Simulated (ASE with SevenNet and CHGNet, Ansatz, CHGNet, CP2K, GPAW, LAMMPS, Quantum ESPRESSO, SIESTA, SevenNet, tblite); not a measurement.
# Machine-learned potentials on glassy 40SiO2-28Al2O3-16Li2O-16SrO (mol %) (85 atoms): settings against a plane-wave reference

Aim: run glassy 40SiO2-28Al2O3-16Li2O-16SrO (mol %) (85 atoms) in machine-learned potentials and see how near its forces come to a plane-wave reference, and at what cost.

Calculated with ASE with SevenNet and CHGNet; the method is named at each step.

### Step 1. Set-up

The cell holds 85 atoms: 10 Si, 14 Al, 8 Li, 4 Sr and 49 O. Its edges and angles: a = 10.152 Å, b = 10.152 Å, c = 10.152 Å, α = 90.0°, β = 90.0°, γ = 90.0°. 85 atoms (10 Si, 14 Al, 8 Li, 4 Sr, 49 O) placed at random at 2.93 g/cm³, melted at 4000 K for 10 ps at fixed volume with the Morse and Coulomb pair potential with partial charges (Pedone, Malavasi, Menziani, Cormack and Segre, J. Phys. Chem. B 110, 11780 (2006)). Quenched from 4000 K to 300 K at 6 K/ps and fixed volume, held 5 ps, then minimised at fixed cell.

The yardstick, on the same geometry:

```
method                                           : Kohn-Sham DFT, PBE, SSSP efficiency 1.3.0 pseudopotentials, plane waves (Quantum ESPRESSO 7.5); sssp-pbe-1.3.0-efficiency, cutoffs 60/480 Ry, Γ point
r.m.s. force component                           : 0.7583 eV/Å
longest force                                    : 3.052 eV/Å
pressure                                         : 4.618 GPa
gap (highest filled to lowest empty level) : 3.671 eV
time                                             : 2.4 min on 4 MPI ranks of Arm Neoverse V2, shared host
CPU time                                         : 9.5 min
```

### Step 2. SevenNet 0 potential

Method: machine-learned interatomic potential SevenNet 0, trained on PBE(+U) plane-wave data.

run.py

```python
import numpy as np
from ase.io import read
import mlip  # loads the published weights by name

atoms = read("structure.xyz")
atoms.calc = mlip.calc("7net-0")
energy = atoms.get_potential_energy()
forces = atoms.get_forces()
print(f"energy {energy:.6f} eV")
print("forces (eV/A)")
for i, (a, f) in enumerate(zip(atoms, forces)):
    print(f"{i:4d} {a.symbol:2s} {f[0]:10.5f} {f[1]:10.5f} {f[2]:10.5f}")
stress = -atoms.get_stress(voigt=False) * 160.21766
print("stress (GPa, compression positive)")
for row in stress:
    print(" ".join(f"{x:10.4f}" for x in row))
```

structure.xyz

```xyz
85
Lattice="10.15170 0.00000 0.00000 0.00000 10.15170 0.00000 0.00000 0.00000 10.15170" Properties=species:S:1:pos:R:3 pbc="T T T"
Si 7.68545 3.29270 7.52860
Si 1.20562 2.93547 6.73068
Si 1.94263 4.67283 1.59026
Si 2.74411 1.22765 8.85137
Si 9.21632 2.13145 2.56635
Si 0.87863 7.43856 8.61930
Si 10.15119 8.09060 2.92247
Si 7.20882 6.08919 6.74885
Si 5.00946 3.45117 9.31500
Si 6.00422 6.84214 2.58635
Al 9.57305 4.74612 9.61792
Al 3.08074 4.13712 4.56380
Al 6.96457 6.42988 9.93222
Al 4.78318 1.68346 3.87815
Al 6.50125 1.59605 1.14075
Al 8.59585 5.26345 2.19003
Al 5.74698 9.57762 5.93458
Al 4.47243 6.77372 5.19534
Al 2.27611 1.76193 1.82568
Al 3.78070 6.43486 9.83649
Al 9.53214 8.32054 6.09985
Al 7.40648 9.74898 3.22164
Al 8.79797 1.18734 5.59511
Al 6.04077 9.06171 9.25855
Li 2.45752 5.69114 7.24730
Li 2.66797 6.89605 2.89060
Li 9.09724 8.16582 0.53784
Li 1.11760 9.66614 0.89680
Li 4.66745 4.04474 1.96019
Li 3.75877 8.35099 7.80818
Li 5.56729 1.43880 7.29501
Li 6.25304 4.56867 4.47081
Sr 2.28880 9.98694 5.54699
Sr 9.09552 0.58230 8.92284
Sr 4.02627 9.24180 1.58803
Sr 10.03140 5.28924 5.02205
O 7.12822 9.46473 4.89982
O 2.80725 5.95661 1.14755
O 4.63466 6.76235 3.42529
O 7.16202 5.85550 3.12297
O 9.48768 9.99496 6.39821
O 8.66265 1.26947 3.83785
O 8.16694 5.31827 0.51337
O 0.01259 8.07629 4.49720
O 6.23071 3.28326 8.24572
O 2.39925 0.88228 0.26628
O 3.25575 5.61267 5.46243
O 1.51281 1.97268 8.01862
O 0.63489 4.45254 0.72158
O 4.40594 8.39292 5.71632
O 5.67226 3.04104 0.60464
O 8.81878 3.44772 8.65595
O 0.59702 1.78132 2.27165
O 8.98537 3.71430 2.86745
O 8.33485 7.09898 6.34187
O 2.40047 6.92417 8.79838
[... 25 atom lines left out ...]
O 5.94473 6.15010 5.81073
O 5.98697 0.34028 0.10081
O 2.41712 2.90785 5.61968
O 3.08277 10.13759 8.00248
```

Command:

```bash
OMP_NUM_THREADS=1 python run.py > output.txt
```

Log:

```text
energy -604.614014 eV
forces (eV/A)
   0 Si    0.12512    1.11590    0.93412
   1 Si    0.64870   -0.30076   -0.69145
   2 Si    0.02200   -0.64886    0.29367
   3 Si   -0.17969    1.29683   -0.14521
   4 Si   -0.12725    0.30577   -0.46630
   5 Si   -0.98901   -0.13177    1.32624
   6 Si   -0.59326   -0.25357   -0.39296
   7 Si   -0.05288   -0.54019    1.15314
   8 Si    0.32272   -0.69433    0.49197
   9 Si    1.19973    0.41833   -0.19014
  10 Al    0.23572    0.32105    0.05681
  11 Al   -0.31736   -0.41590   -0.34013
  12 Al    0.37364    0.40217    0.42425
  13 Al    0.07973    0.25600   -0.36773
  14 Al   -0.01631    0.13035   -0.04444
  15 Al   -0.42411    0.66841   -0.11668
  16 Al    0.06945   -0.65834   -0.77739
  17 Al    0.76092   -0.01630   -0.38831
  18 Al   -0.54340    1.20132   -0.00758
  19 Al   -0.21516   -0.19730    0.60278
  20 Al   -0.44871   -0.31229   -0.00199
  21 Al    0.26624   -0.28971   -0.19133
  22 Al    0.64326    0.61247   -0.36482
  23 Al    0.46802   -0.31882    0.26074
[...]
77 O    -0.71201   -0.37593    0.55480
  78 O    -0.68491   -1.14269   -0.09276
  79 O    -1.05640   -0.19936    0.08850
  80 O     0.23944   -1.08884    0.04076
  81 O    -0.50940   -0.69981   -0.96213
  82 O    -0.29689   -0.32372   -0.13669
  83 O     0.80832   -0.96540   -0.39790
  84 O     0.58050   -2.28288   -1.70439
stress (GPa, compression positive)
    3.6956    -0.6599     0.0881
   -0.6599     4.9804     0.8638
    0.0881     0.8638     4.6678
```

Run time: 6.7 s. Hardware: 1 thread of Arm Neoverse V2, shared host; peak memory 0.97 GiB.

Banners, paths, timers and routine set-up lines are dropped from the logs unmarked, and long logs keep their key lines alone; longer cuts are marked.

Against the reference:

* r.m.s. force component: 0.7379 eV/Å
* r.m.s. difference of force components: 58.47 meV/Å
* longest difference of force vectors: 220.5 meV/Å
* force difference over r.m.s. force: 7.711 %
* slope of forces against the reference's: 0.9705
* correlation of force components: 0.9973
* pressure: 4.448 GPa
* pressure difference: -0.1704 GPa

Length of the force difference by element (eV/Å):

```csv
element,atoms,mean,most
Al,14,0.10,0.22
Li,8,0.096,0.11
O,49,0.089,0.16
Si,10,0.11,0.18
Sr,4,0.068,0.089
```

A closer look about Sr35, one of the 4 Sr atoms: 14 atoms, nearest first, numbered in the order of the input, with positions taken from that point.

```csv
atom,x,y,z,distance (Å),bonds,Fx,Fy,Fz (eV/Å)
Sr35,0.00,0.00,0.00,0.00,8,0.92,0.21,-0.04
O73,-0.70,2.01,1.45,2.57,4,-0.17,-1.14,0.11
O80,0.65,-1.27,-2.16,2.59,4,-1.06,-0.20,0.09
O74,2.34,-0.85,0.99,2.68,3,-0.12,1.75,-0.35
O46,-1.63,1.79,-1.32,2.76,4,-0.54,-0.89,1.06
O83,1.96,1.25,-1.49,2.76,3,-0.30,-0.32,-0.14
O58,-2.55,-0.76,0.84,2.79,4,1.90,0.57,-0.60
Li26,-1.36,-2.35,1.30,3.01,4,-0.26,-0.59,-0.15
Li28,-2.91,0.42,-0.69,3.02,3,-0.27,-0.48,-0.16
O72,2.06,1.97,1.20,3.09,4,0.20,-0.44,0.11
O39,0.61,-2.48,1.84,3.15,4,-1.68,-0.28,0.12
Al24,2.01,-0.18,-2.48,3.20,4,0.47,-0.32,0.26
Al19,-1.75,2.67,0.24,3.20,4,-0.54,1.20,-0.01
Si10,1.98,-2.40,1.00,3.27,4,1.20,0.42,-0.19
```

Atoms are counted from 1 here, from 0 in the log.

Forces lie 7.7 % from the reference's, at 0.012 times its CPU time (on 1 against 4 cores).

### Step 3. SevenNet l3i5 potential

Method: machine-learned interatomic potential SevenNet l3i5, trained on PBE(+U) plane-wave data.

Edit run.py of step 2 so:

```diff
@@ -5,3 +5,3 @@
 atoms = read("structure.xyz")
-atoms.calc = mlip.calc("7net-0")
+atoms.calc = mlip.calc("7net-l3i5")
 energy = atoms.get_potential_energy()
```

structure.xyz is that of step 2.

Log:

```text
energy -604.509460 eV
forces (eV/A)
   0 Si    0.11097    1.13629    0.87086
   1 Si    0.76146   -0.35119   -0.68337
   2 Si    0.02214   -0.68347    0.38581
   3 Si   -0.20028    1.44611   -0.15363
   4 Si   -0.13952    0.32002   -0.34094
   5 Si   -0.95477   -0.17530    1.32501
   6 Si   -0.57132   -0.26597   -0.31990
   7 Si   -0.07187   -0.63178    1.01756
   8 Si    0.23860   -0.74780    0.44384
   9 Si    1.14147    0.39834   -0.08881
  10 Al    0.26892    0.32284    0.15275
  11 Al   -0.27987   -0.41320   -0.34644
  12 Al    0.40583    0.45614    0.40180
  13 Al    0.08638    0.25563   -0.35156
  14 Al    0.02508    0.11577    0.01422
  15 Al   -0.35473    0.71463   -0.09945
  16 Al    0.11737   -0.66155   -0.94689
  17 Al    0.79352   -0.02086   -0.37173
  18 Al   -0.51324    1.17270    0.02901
  19 Al   -0.27684   -0.22849    0.57498
  20 Al   -0.53198   -0.24603   -0.00055
  21 Al    0.15252   -0.24246   -0.07787
  22 Al    0.64958    0.61410   -0.38473
  23 Al    0.48879   -0.32894    0.21963
[...]
77 O    -0.74816   -0.39165    0.63275
  78 O    -0.73540   -1.16094   -0.05052
  79 O    -1.01553   -0.19437    0.16035
  80 O     0.22111   -1.09266    0.05390
  81 O    -0.53419   -0.70966   -0.97810
  82 O    -0.30818   -0.36103   -0.13275
  83 O     0.78896   -0.89946   -0.41887
  84 O     0.56296   -2.27370   -1.65653
stress (GPa, compression positive)
    3.5395    -0.6653     0.0228
   -0.6653     4.8932     0.9398
    0.0228     0.9398     4.5248
```

Wall time 8.8 s (1 thread); peak memory 1.6 GiB.

Numbers from this run, and their distance from the reference:

| Item | Value |
| --- | --- |
| r.m.s. force component | 0.734 eV/Å |
| r.m.s. difference of force components | 52.13 meV/Å |
| longest difference of force vectors | 189.7 meV/Å |
| force difference over r.m.s. force | 6.875 % |
| slope of forces against the reference's | 0.9661 |
| correlation of force components | 0.9981 |
| pressure | 4.319 GPa |
| pressure difference | -0.2991 GPa |

Against the first run (7.7 %), the force difference from the reference is 6.9 %, at 1.3 times the CPU time.

### Step 4. CHGNet r2SCAN potential

Method: machine-learned interatomic potential CHGNet r2SCAN, trained on r2SCAN plane-wave data.

Edit run.py of step 3 so:

```diff
@@ -5,3 +5,3 @@
 atoms = read("structure.xyz")
-atoms.calc = mlip.calc("7net-l3i5")
+atoms.calc = mlip.calc("chgnet-r2scan")
 energy = atoms.get_potential_energy()
```

structure.xyz is that of step 3.

Log:

```text
CHGNet vr2scan initialized with 412,525 parameters
CHGNet will run on cpu
energy -814.715210 eV
forces (eV/A)
   0 Si   -0.10313    0.73142    0.77601
   1 Si    0.53569   -0.44612   -0.59786
   2 Si    0.01293   -0.53496    0.39908
   3 Si   -0.32960    1.28332    0.12289
   4 Si   -0.14692    0.19700   -0.24832
   5 Si   -0.68513   -0.07779    1.04567
   6 Si   -0.43131   -0.25201   -0.40706
   7 Si   -0.12636   -0.74147    0.74663
   8 Si    0.37465   -0.62178    0.31316
   9 Si    0.77037    0.45916   -0.09182
  10 Al    0.04743    0.19624    0.12082
  11 Al   -0.39504   -0.31429   -0.22279
  12 Al    0.21445    0.28977    0.36242
  13 Al    0.08092    0.16319   -0.37623
  14 Al    0.14684    0.06410    0.02944
  15 Al   -0.13893    0.50825    0.16620
  16 Al    0.09625   -0.39764   -0.59907
  17 Al    0.48133   -0.01886   -0.36658
  18 Al   -0.40617    0.82790   -0.00676
  19 Al   -0.16602   -0.09444    0.39289
  20 Al   -0.12607   -0.21720   -0.13189
  21 Al    0.23638   -0.33665   -0.24047
  22 Al    0.53371    0.58491   -0.33395
  23 Al    0.37817   -0.16123    0.18506
[...]
77 O    -0.41580   -0.17767    0.48344
  78 O    -0.39072   -0.79494   -0.12762
  79 O    -0.72986   -0.07011   -0.01384
  80 O     0.02985   -0.74005   -0.00345
  81 O    -0.39303   -0.45766   -0.70049
  82 O    -0.24554   -0.33417   -0.05860
  83 O     0.69740   -0.52747   -0.40366
  84 O     0.51379   -1.81684   -1.23322
stress (GPa, compression positive)
   -0.6005    -0.4756    -0.0622
   -0.4756     0.3433     0.6338
   -0.0622     0.6338     0.1136
```

The job ended after 3.4 s (1 thread; peak memory 1.3 GiB).

Against the reference:

```yaml
r_m_s_force_component: 0.5194 eV/Å
r_m_s_difference_of_force_components: 276.1 meV/Å
longest_difference_of_force_vectors: 950.9 meV/Å
force_difference_over_r_m_s_force: 36.41 %
slope_of_forces_against_the_reference_s: 0.6683
correlation_of_force_components: 0.9757
pressure: -0.0479 GPa
pressure_difference: -4.666 GPa
```

Against the first run (7.7 %), the force difference from the reference is 36 %, at 0.51 times the CPU time; this potential was trained at another functional than the reference's, which explains only part of so large a difference.

### Step 5. Side by side

Differences are against the plane-wave reference, forces as r.m.s. over components; share is that over the reference's r.m.s. force, slope the least-squares factor from reference forces to these. Total energies of different programs have different zeros and aren't compared.

```csv
run,"Δ force, r.m.s. (meV/Å)",share (%),slope,Δ pressure (GPa),cores,CPU time,memory (GiB)
reference,-,-,-,-,4,9.5 min,3.1
SevenNet 0 potential,58.5,7.71,0.971,-0.170,1,6.7 s,0.97
SevenNet l3i5 potential,52.1,6.88,0.966,-0.299,1,8.8 s,1.6
CHGNet r2SCAN potential,276,36.4,0.668,-4.67,1,3.4 s,1.3
```

Times of the machine-learned potentials are mostly Python's start and the loading of weights.

CPU time is summed over cores on a shared host, where runs went side by side, so it is rough. Symmetry, cutoffs, thresholds, outputs and thread counts weren't matched or tuned between programs; memory under MPI is the largest rank's times the ranks.

### Step 6. Summary of results

```json
{
  "nearest in forces": "SevenNet l3i5 potential, 6.9 %",
  "its CPU time": "8.8 s"
}
```

Machine-learned potentials differ by 6.9 % (SevenNet l3i5 potential) to 36 % (CHGNet r2SCAN potential); they were trained on other programs' data, some at another functional. The reference's pressure holds the uncorrected Pulay stress of its 60 Ry basis, so small pressure differences, and their order, may be the reference's own error. Machine-learned potentials mimic data converged in k, so the reference's own k-point error enters their differences. The quench rate of 6 K/ps is many orders above laboratory rates, so the cell is likely richer in defects and strain than a real sample. The network of bonds at the start is that of the classical potential that made the cell, and needn't be the one that DFT or experiment would give. The reference's pressure of 4.6 GPa belongs to a cell and atoms that aren't relaxed at this level. The electronic-structure runs sample only Γ, in a cell whose shortest periodic width is 10 Å.

[Also dropped from logs without a mark: logging warnings of Python, and SIESTA's first energy breakdown and zero terms.]

[Logs are printed without paths, hosts, clocks, repeated set-up lines and the standing remarks that a program may print on its own settings, such as how far it seeks lower states.]

[Hosts, paths, dates, database ids (printed as entryN), source tags and the programs' standing remarks are cut or masked in the printed files.]
